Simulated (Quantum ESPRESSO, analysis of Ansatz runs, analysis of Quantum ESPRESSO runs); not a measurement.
# Bond-centred H+ along c in ZnO: local vibrational mode against experiment (Quantum ESPRESSO)

Aim: the local vibrational mode of the bond-centred H+ along c in ZnO, to be set beside the measurement. Set-up: PBE, GBRV 1.5 PBE, cutoffs x 1.3, 32-site cell, PBE lattice, k: the single point 1/4 1/4 1/4. The model is a cell of 32 host atoms with 1 H put in. The frequencies come from force constants among the defect atom and its neighbours, with the masses of the isotopes named. This set-up takes another basis size than the usual one.

**The experiment.** O-H stretch, 1H: 3611.3 cm⁻¹ at 10 K, by IR absorption (quoted in “Hydrogen and Related Defects in Oxide Semiconductors”, 2012, M. C. Tarun, 2012 (Ph.D. dissertation, Washington State University), quoting earlier work (2002)). O-D stretch, 2H: 2668 cm⁻¹ at 9 K, by FTIR absorption (quoted in “Hydrogen-related defects in hydrothermally grown ZnO studied by Fourier Transform Infrared Spectroscopy”, 2010, Halvard Haug, quoting earlier work (2005)). The runs below try to reproduce this.

Main program and level: Quantum ESPRESSO 7.5; Quantum ESPRESSO plane-wave DFT, PBE, GBRV 1.5 PBE potentials; relaxation of all atoms of a defect supercell.

## 1. The starting structure

The cell holds 33 atoms: 16 Zn, 16 O and 1 H. Cell: a = 6.567 Å, b = 6.567 Å, c = 10.597 Å, α = 90.0°, β = 90.0°, γ = 120.0°. It derives from ZnO (space group P6_3mc). Nearest the centre at fractional (0.667, 0.333, 0.368): H33 at 0.02 Å, O20 at 1.01 Å, Zn17 at 1.71 Å, Zn6 at 2.35 Å, Zn22 at 2.36 Å, Zn30 at 2.37 Å, O3 at 2.67 Å, O19 at 2.70 Å. The cell carries charge +1.

The host's primitive cell comes from a first run (Quantum ESPRESSO plane-wave DFT, PBE, GBRV 1.5 PBE potentials; relaxation of cell and atoms of a defect-free cell): vectors of 3.284, 3.284 and 5.299 Å. That is 12.37 Å³ an atom, 3.9 % over the diffraction cell's volume. The supercell is built on it.

## 2. Relaxation, charge +1

Every later number rests on the structure around the defect, so the atoms are relaxed at the host's lattice first.

The input, pw.in:

```
&CONTROL
  calculation = 'relax'
  prefix = 'pwscf'
  outdir = './tmp'
  pseudo_dir = './pseudo'
  tprnfor = .true.
  disk_io = 'low'
  nstep = 70
  forc_conv_thr = 0.00039
  etot_conv_thr = 0.0001
/
&SYSTEM
  ibrav = 0
  nat = 33
  ntyp = 3
  ecutwfc = 58
  ecutrho = 468
  nbnd = 212
  occupations = 'smearing'
  smearing = 'fd'
  degauss = 0.00073499
  tot_charge = 1
  nosym = .true.
/
&ELECTRONS
  conv_thr = 3d-08
  electron_maxstep = 100
  mixing_beta = 0.5
/
&IONS
  ion_dynamics = 'bfgs'
/
ATOMIC_SPECIES
Zn    65.3800 zn_pbe_v1.uspp.F.UPF
O     15.9990 o_pbe_v1.2.uspp.F.UPF
H      1.0080 h_pbe_v1.4.uspp.F.UPF
CELL_PARAMETERS angstrom
   6.5671762872    0.0000000000    0.0000000000
  -3.2835881436    5.6873415498    0.0000000000
   0.0000000000    0.0000000000   10.5973309651
ATOMIC_POSITIONS crystal
Zn     0.1670858452    0.3365605022    0.2500634714
Zn     0.3332471729    0.1674516275    0.0017595216
O      0.3332256771    0.1658499489    0.1913872389
O      0.1646778813    0.3334598703    0.4409539157
Zn     0.1681666719    0.3359899150    0.7487119664
Zn     0.3316913548    0.1677849679    0.4987859421
O      0.3328537749    0.1687370991    0.6907635311
O      0.1699944816    0.3341486118    0.9398701709
Zn     0.1638962529    0.8313315609    0.2510417430
Zn     0.3329036791    0.6687719227    0.0011445491
O      0.3355334604    0.6661148868    0.1906192355
O      0.1682760464    0.8357031249    0.4381917231
Zn     0.1701555626    0.8351330006    0.7501777964
Zn     0.3360639300    0.6677214195    0.5011174880
O      0.3346118728    0.6681960260    0.6912304017
O      0.1680639409    0.8316272356    0.9386786175
Zn     0.6645673471    0.3298471543    0.2073682402
Zn     0.8330998226    0.1682329736    0.0015118169
O      0.8352552241    0.1660166319    0.1883357934
O      0.6644247875    0.3302529036    0.4639516868
Zn     0.6667533298    0.3303908311    0.7503126030
Zn     0.8362751054    0.1693281238    0.5006684316
O      0.8341018786    0.1697210214    0.6887524934
O      0.6637251083    0.3321895862    0.9405752197
Zn     0.6642802407    0.8304442859    0.2490400216
Zn     0.8324195890    0.6637912632    0.0009807666
O      0.8349370828    0.6696203689    0.1885398889
O      0.6634658538    0.8324224781    0.4389065798
Zn     0.6669409764    0.8354254312    0.7485043497
Zn     0.8332770246    0.6670649183    0.5018123746
O      0.8361487148    0.6673771863    0.6906061212
O      0.6635497921    0.8307433241    0.9401568870
H      0.6631821886    0.3319927883    0.3684409484
K_POINTS crystal
1
0.25 0.25 0.25 1.0
```

Run with:

```console
> OMP_NUM_THREADS=1 mpirun -n 4 pw.x -in pw.in > pw.out
```

Log:

```text
This program is part of the open-source Quantum ESPRESSO suite
     for quantum simulation of materials; please cite
         "P. Giannozzi et al., J. Phys.:Condens. Matter 21 395502 (2009);
         "P. Giannozzi et al., J. Phys.:Condens. Matter 29 465901 (2017);
         "P. Giannozzi et al., J. Chem. Phys. 152 154105 (2020);
          URL
     in publications or presentations arising from this work. More details at

     Subspace diagonalization in iterative solution of the eigenvalue problem:
     one sub-group per band group will be used
     scalapack distributed-memory algorithm (size of sub-group:  2*  2 procs)

     --------------------
     sticks:   dense  smooth     PW     G-vecs:    dense   smooth      PW
     Min        1238     613    164               114186    39795    5513
     Max        1241     614    166               114189    39802    5516
     Sum        4957    2455    661               456749   159199   22059

     Using Slab Decomposition

     bravais-lattice index     =            0
     lattice parameter (alat)  =      12.4102  a.u.
     unit-cell volume          =    2671.0443 (a.u.)^3
     number of atoms/cell      =           33
     number of atomic types    =            3
     number of electrons       =       416.00
     number of Kohn-Sham states=          212
     kinetic-energy cutoff     =      58.0000  Ry
     charge density cutoff     =     468.0000  Ry
     scf convergence threshold =      3.0E-08
     mixing beta               =       0.5000
     number of iterations used =            8  plain     mixing
     energy convergence thresh.=      1.0E-04
     force convergence thresh. =      3.9E-04
     Exchange-correlation=  SLA  PW   PBX  PBC
                           (   1   4   3   4   0   0   0)
     nstep                     =           70

     celldm(1)=  12.410165  celldm(2)=   0.000000  celldm(3)=   0.000000
     celldm(4)=   0.000000  celldm(5)=   0.000000  celldm(6)=   0.000000

     crystal axes: (cart. coord. in units of alat)
               a(1) = (   1.000000   0.000000   0.000000 )
               a(2) = (  -0.500000   0.866025   0.000000 )
               a(3) = (   0.000000   0.000000   1.613682 )

     reciprocal axes: (cart. coord. in units 2 pi/alat)
               b(1) = (  1.000000  0.577350 -0.000000 )
               b(2) = (  0.000000  1.154701  0.000000 )
               b(3) = (  0.000000 -0.000000  0.619701 )

     PseudoPot. # 1 for Zn read from file:
     zn_pbe_v1.uspp.F.UPF
     Pseudo is Ultrasoft, Zval = 20.0
     Generated by new atomic code, or converted to UPF format
     Using radial grid of  943 points,  6 beta functions with:
                l(1) =   0
                l(2) =   0
                l(3) =   1
                l(4) =   1
                l(5) =   2
                l(6) =   2
     Q(r) pseudized with  8 coefficients,  rinner =    1.100   1.100   1.100
                                                       1.100   1.100

     PseudoPot. # 2 for O  read from file:
     o_pbe_v1.2.uspp.F.UPF
     Pseudo is Ultrasoft + core correction, Zval =  6.0
     Generated by new atomic code, or converted to UPF format
     Using radial grid of  737 points,  5 beta functions with:
                l(1) =   0
                l(2) =   0
                l(3) =   1
                l(4) =   1
                l(5) =   2
     Q(r) pseudized with  8 coefficients,  rinner =    0.900   0.900   0.900
                                                       0.900   0.900

     PseudoPot. # 3 for H  read from file:
     h_pbe_v1.4.uspp.F.UPF
     Pseudo is Ultrasoft, Zval =  1.0
     Generated by new atomic code, or converted to UPF format
     Using radial grid of  615 points,  2 beta functions with:
                l(1) =   0
                l(2) =   0
     Q(r) pseudized with  8 coefficients,  rinner =    0.700

     atomic species   valence    mass     pseudopotential
     Zn               20.00    65.38000     Zn( 1.00)
     O                 6.00    15.99900     O ( 1.00)
     H                 1.00     1.00800     H ( 1.00)

     No symmetry found

   Cartesian axes

     site n.     atom                  positions (alat units)
         1        Zn     tau(   1) = (  -0.0011944   0.2914699   0.4035228  )
         2        Zn     tau(   2) = (   0.2495214   0.1450174   0.0028393  )
         3        O      tau(   3) = (   0.2503007   0.1436303   0.3088380  )
         4        O      tau(   4) = (  -0.0020521   0.2887847   0.7115592  )
         5        Zn     tau(   5) = (   0.0001717   0.2909758   1.2081827  )
         6        Zn     tau(   6) = (   0.2477989   0.1453060   0.8048817  )
         7        O      tau(   7) = (   0.2484852   0.1461306   1.1146723  )
         8        O      tau(   8) = (   0.0029202   0.2893812   1.5166511  )
         9        Zn     tau(   9) = (  -0.2517695   0.7199543   0.4051014  )
        10        Zn     tau(  10) = (  -0.0014823   0.5791735   0.0018469  )
        11        O      tau(  11) = (   0.0024760   0.5768724   0.3075987  )
        12        O      tau(  12) = (  -0.2495755   0.7237401   0.7071019  )
        13        Zn     tau(  13) = (  -0.2474109   0.7232464   1.2105480  )
        14        Zn     tau(  14) = (   0.0022032   0.5782637   0.8086440  )
        15        O      tau(  15) = (   0.0005139   0.5786747   1.1154257  )
        16        O      tau(  16) = (  -0.2477497   0.7202103   1.5147283  )
        17        Zn     tau(  17) = (   0.4996438   0.2856560   0.3346263  )
        18        Zn     tau(  18) = (   0.7489833   0.1456940   0.0024396  )
        19        O      tau(  19) = (   0.7522469   0.1437746   0.3039140  )
        20        O      tau(  20) = (   0.4992983   0.2860074   0.7486703  )
        21        Zn     tau(  21) = (   0.5015579   0.2861269   1.2107656  )
        22        Zn     tau(  22) = (   0.7516110   0.1466425   0.8079194  )
        23        O      tau(  23) = (   0.7492414   0.1469827   1.1114272  )
        24        O      tau(  24) = (   0.4976303   0.2876846   1.5177888  )
        25        Zn     tau(  25) = (   0.2490581   0.7191859   0.4018713  )
        26        Zn     tau(  26) = (   0.5005240   0.5748601   0.0015826  )
        27        O      tau(  27) = (   0.5001269   0.5799083   0.3042433  )
        28        O      tau(  28) = (   0.2472546   0.7208990   0.7082554  )
        29        Zn     tau(  29) = (   0.2492283   0.7234997   1.2078476  )
        30        Zn     tau(  30) = (   0.4997446   0.5776952   0.8097654  )
        31        O      tau(  31) = (   0.5024601   0.5779656   1.1144183  )
[...]
atom    2 type  1   force =     0.00016313    0.00005025    0.00013376
     atom    3 type  2   force =    -0.00017208   -0.00005584   -0.00003648
     atom    4 type  2   force =     0.00010438    0.00008248   -0.00005521
     atom    5 type  1   force =    -0.00012354   -0.00035419    0.00017368
     atom    6 type  1   force =     0.00007259   -0.00004341   -0.00019324
     atom    7 type  2   force =    -0.00003168    0.00001568    0.00004470
     atom    8 type  2   force =     0.00003772   -0.00007137    0.00000776
     atom    9 type  1   force =    -0.00008498    0.00009827    0.00009867
     atom   10 type  1   force =     0.00015138   -0.00010820   -0.00012019
     atom   11 type  2   force =    -0.00004038    0.00001951   -0.00023894
     atom   12 type  2   force =     0.00016048   -0.00011228   -0.00004931
     atom   13 type  1   force =    -0.00034649    0.00015258    0.00009057
     atom   14 type  1   force =     0.00001553   -0.00012206   -0.00045180
     atom   15 type  2   force =    -0.00007082   -0.00007895    0.00029753
     atom   16 type  2   force =     0.00008564    0.00000920   -0.00003566
[...]
Total force =     0.001403     Total SCF correction =     0.000056
     Energy error            =      4.7E-06 Ry
     Gradient error          =      4.5E-04 Ry/Bohr

     number of scf cycles    =  20
     number of bfgs steps    =  19

     energy             old  =   -7904.6468692847 Ry
     energy             new  =   -7904.6468739566 Ry

     CASE: energy            _new < energy            _old

     new trust radius        =       0.0022965987 bohr
     new conv_thr            =       0.0000000003 Ry

ATOMIC_POSITIONS (crystal)
Zn               0.1659427303        0.3357390987        0.2506190520
Zn               0.3206165526        0.1578887449       -0.0078058276
O                0.3265968574        0.1636665556        0.1875195619
O                0.1669060369        0.3319046704        0.4406757618
Zn               0.1675482248        0.3403405672        0.7497953678
Zn               0.3160521899        0.1561883916        0.5089068327
O                0.3335863838        0.1686030133        0.6958719064
O                0.1703322729        0.3376501254        0.9389641634
Zn               0.1658877368        0.8337486794        0.2513265829
Zn               0.3351905996        0.6651135032        0.0036201395
O                0.3327333499        0.6674173682        0.1924570215
O                0.1670200690        0.8330927281        0.4414396248
Zn               0.1677392195        0.8329073844        0.7498723952
Zn               0.3351795394        0.6653204875        0.4991843902
O                0.3328436322        0.6682200609        0.6880252632
O                0.1701954202        0.8297472004        0.9392300523
[...]
NEW-OLD atomic charge density approx. for the potential

     Self-consistent Calculation

     iteration #  1     ecut=    58.00 Ry     beta= 0.50
     Davidson diagonalization with overlap
     ethr =  1.00E-06,  avg # of iterations =  3.0

     Threshold (ethr) on eigenvalues was too large:
     Diagonalizing with lowered threshold

     Davidson diagonalization with overlap
     ethr =  2.51E-10,  avg # of iterations =  4.0

     total energy              =   -7904.64687730 Ry
     estimated scf accuracy    <       0.00000149 Ry

     iteration #  2     ecut=    58.00 Ry     beta= 0.50
     Davidson diagonalization with overlap
     ethr =  3.59E-10,  avg # of iterations =  2.0

     total energy              =   -7904.64687747 Ry
     estimated scf accuracy    <       0.00000022 Ry

     iteration #  3     ecut=    58.00 Ry     beta= 0.50
     Davidson diagonalization with overlap
     ethr =  5.23E-11,  avg # of iterations =  3.0

     total energy              =   -7904.64687751 Ry
     estimated scf accuracy    <       0.00000007 Ry

     iteration #  4     ecut=    58.00 Ry     beta= 0.50
     Davidson diagonalization with overlap
     ethr =  1.63E-11,  avg # of iterations =  3.0

     total energy              =   -7904.64687752 Ry
     estimated scf accuracy    <          6.8E-09 Ry

     iteration #  5     ecut=    58.00 Ry     beta= 0.50
     Davidson diagonalization with overlap
     ethr =  1.63E-12,  avg # of iterations =  2.0

     total energy              =   -7904.64687752 Ry
     estimated scf accuracy    <          1.0E-09 Ry

     iteration #  6     ecut=    58.00 Ry     beta= 0.50
     Davidson diagonalization with overlap
     ethr =  2.42E-13,  avg # of iterations =  2.0

     End of self-consistent calculation

          k = 0.2500 0.4330 0.1549 ( 19938 PWs)   bands (ev):

  -115.8555-115.2698-115.2661-115.2643-115.1533-115.1523-115.1507-115.1187
  -115.0205-115.0199-115.0161-115.0038-114.9648-114.9646-114.9645-114.9547
[...]
3.9508   3.9809   3.9889   4.0110   4.0343   4.0511   4.0588   4.0601
     4.0682   4.0912   4.1036   4.1188   4.1675   4.2023   4.2204   4.2433
     4.2708   4.5090   4.5530   4.6017   4.6687   4.7163   4.8003   4.8524
     4.9901   5.0526   5.2071   5.3204   5.4025   5.4457   5.4813   5.5049
     5.6797   5.8632   5.9358   5.9900   6.1571   6.2147   6.2550   6.3134
     6.3465   6.4005   6.4292   6.4994   6.5268   6.5885   6.6684   6.7301
     6.8552   6.9135   6.9814   7.0127   7.0702   7.1377   7.1928   7.3120
     7.3388   7.3691   7.4142   7.4529   7.5305   7.5618   7.8059   7.8131
    11.1027  11.9385  12.3521  12.5393

     the Fermi energy is     8.6207 ev

!    total energy              =   -7904.64687752 Ry
     estimated scf accuracy    <          1.0E-10 Ry
     smearing contrib. (-TS)   =       0.00000000 Ry
     internal energy E=F+TS    =   -7904.64687752 Ry

     The total energy is F=E-TS. E is the sum of the following terms:
     one-electron contribution =   -6592.86032878 Ry
     hartree contribution      =    3462.66078605 Ry
     xc contribution           =    -793.36813245 Ry
     ewald contribution        =   -3981.07920234 Ry

     convergence has been achieved in   6 iterations

     Forces acting on atoms (cartesian axes, Ry/au):

[...]
atom   26 type  1   force =    -0.00000747   -0.00010209    0.00004412
     atom   27 type  2   force =    -0.00007267    0.00027643   -0.00013979
     atom   28 type  2   force =    -0.00017721   -0.00024506   -0.00001810
     atom   29 type  1   force =     0.00008121    0.00009128    0.00005830
     atom   30 type  1   force =     0.00001724   -0.00002984    0.00003814
     atom   31 type  2   force =    -0.00011140   -0.00010351    0.00007742
     atom   32 type  2   force =    -0.00004070    0.00005693    0.00012381
     atom   33 type  3   force =     0.00031232   -0.00003952   -0.00006781

     Total force =     0.001254     Total SCF correction =     0.000047
     Energy error            =      3.6E-06 Ry
     Gradient error          =      3.6E-04 Ry/Bohr

     bfgs converged in  21 scf cycles and  20 bfgs steps
     (criteria: energy <  1.0E-04 Ry, force <  3.9E-04 Ry/Bohr)

     End of BFGS Geometry Optimization

     Final energy             =   -7904.6468775204 Ry

     File ./tmp/pwscf.bfgs deleted, as requested
Begin final coordinates

ATOMIC_POSITIONS (crystal)
[...]
Zn               0.8420636760        0.6792658133       -0.0076510435
O                0.8359661067        0.6731114904        0.1876662270
O                0.6685492434        0.8335056220        0.4406323851
Zn               0.6607562917        0.8333051505        0.7497629071
Zn               0.8437045269        0.6835526401        0.5087144680
O                0.8322301604        0.6670431607        0.6957507532
O                0.6627417983        0.8299186169        0.9389390787
H                0.6646167500        0.3336901148        0.3699251685
End final coordinates

=------------------------------------------------------------------------------=
   JOB DONE.
=------------------------------------------------------------------------------=
```

The job ended after 19 min (4 MPI ranks of Arm Neoverse V1, shared host; peak memory 2.4 GiB).

The steps of the relaxation:

| step | energy less that of the first step (eV) |
| --- | --- |
| 0 | 0.0000 |
| 1 | -0.3657 |
| 2 | -0.6849 |
| 3 | -0.7283 |
| 4 | -0.7666 |
| 5 | -0.8036 |
| 6 | -0.8237 |
| 7 | -0.8328 |
| 8 | -0.8407 |
| 9 | -0.8443 |
| 10 | -0.8473 |
| 11 | -0.8504 |
| 12 | -0.8530 |
| 13 | -0.8545 |
| 14 | -0.8552 |
| 15 | -0.8556 |
| 16 | -0.8558 |
| 17 | -0.8560 |
| 18 | -0.8560 |
| 19 | -0.8561 |
| 20 | -0.8561 |

The atoms that moved most (Å):

| atom | dx | dy | dz | length |
| --- | --- | --- | --- | --- |
| Zn17 | -0.011 | 0.027 | -0.319 | 0.321 |
| Zn18 | 0.091 | -0.056 | -0.094 | 0.142 |
| Zn6 | -0.065 | -0.066 | 0.107 | 0.142 |
| Zn22 | 0.089 | -0.072 | 0.079 | 0.139 |
| Zn26 | 0.013 | 0.088 | -0.091 | 0.128 |
| Zn2 | -0.052 | -0.054 | -0.101 | 0.126 |
| Zn30 | 0.014 | 0.094 | 0.073 | 0.120 |
| O24 | 0.024 | 0.002 | 0.105 | 0.108 |

Final coordinates:

```xyz
33
Lattice="6.5672 0.0000 0.0000 -3.2836 5.6873 0.0000 0.0000 0.0000 10.5973" Properties=species:S:1:pos:R:3 pbc="T T T"
Zn   -0.0127    1.9095    2.6559
Zn    1.5871    0.8980   -0.0827
O     1.6074    0.9308    1.9872
O     0.0063    1.8877    4.6700
Zn   -0.0172    1.9356    7.9458
Zn    1.5627    0.8883    5.3931
O     1.6371    0.9589    7.3744
O     0.0099    1.9203    9.9505
Zn   -1.6483    4.7418    2.6634
Zn    0.0173    3.7827    0.0384
O    -0.0064    3.7958    2.0395
O    -1.6387    4.7381    4.6781
Zn   -1.6334    4.7370    7.9466
Zn    0.0165    3.7839    5.2900
O    -0.0083    3.8004    7.2912
O    -1.6068    4.7191    9.9533
Zn    3.2700    1.9025    1.8783
Zn    5.0093    0.9003   -0.0778
O     4.9424    0.9392    1.9873
O     3.2821    1.8954    4.9043
Zn    3.2697    1.9058    8.0027
Zn    5.0252    0.8915    5.3852
O     4.9124    0.9588    7.3640
O     3.2916    1.8916   10.0724
Zn    1.6235    4.7446    2.6558
Zn    3.2996    3.8632   -0.0811
O     3.2797    3.8282    1.9888
O     1.6536    4.7404    4.6695
Zn    1.6031    4.7393    7.9455
Zn    3.2963    3.8876    5.3910
O     3.2751    3.7937    7.3731
O     1.6272    4.7200    9.9502
H     3.2690    1.8978    3.9202
```

Neighbours of H33 at the end:

| atom | distance (Å) |
| --- | --- |
| O20 | 0.984 |
| Zn17 | 2.042 |
| Zn6 | 2.470 |
| Zn30 | 2.475 |
| Zn22 | 2.499 |
| O3 | 2.726 |
| O19 | 2.730 |
| O27 | 2.731 |

First to last step the energy falls by 0.856 eV; the largest move, 0.32 Å, is that of Zn17.

(Continued in part 2 of 2.)

[Logs are printed without paths, hosts, clocks, repeated set-up lines and the standing remarks that a program may print on its own settings, such as how far it seeks lower states.]

[Hosts, paths, dates, database ids (printed as entryN), source tags and the programs' standing remarks are cut or masked in the printed files.]

[For some hosts the program warned that the k-mesh of the response run may be too coarse for force constants and the static dielectric constant; such warnings are not shown here.]
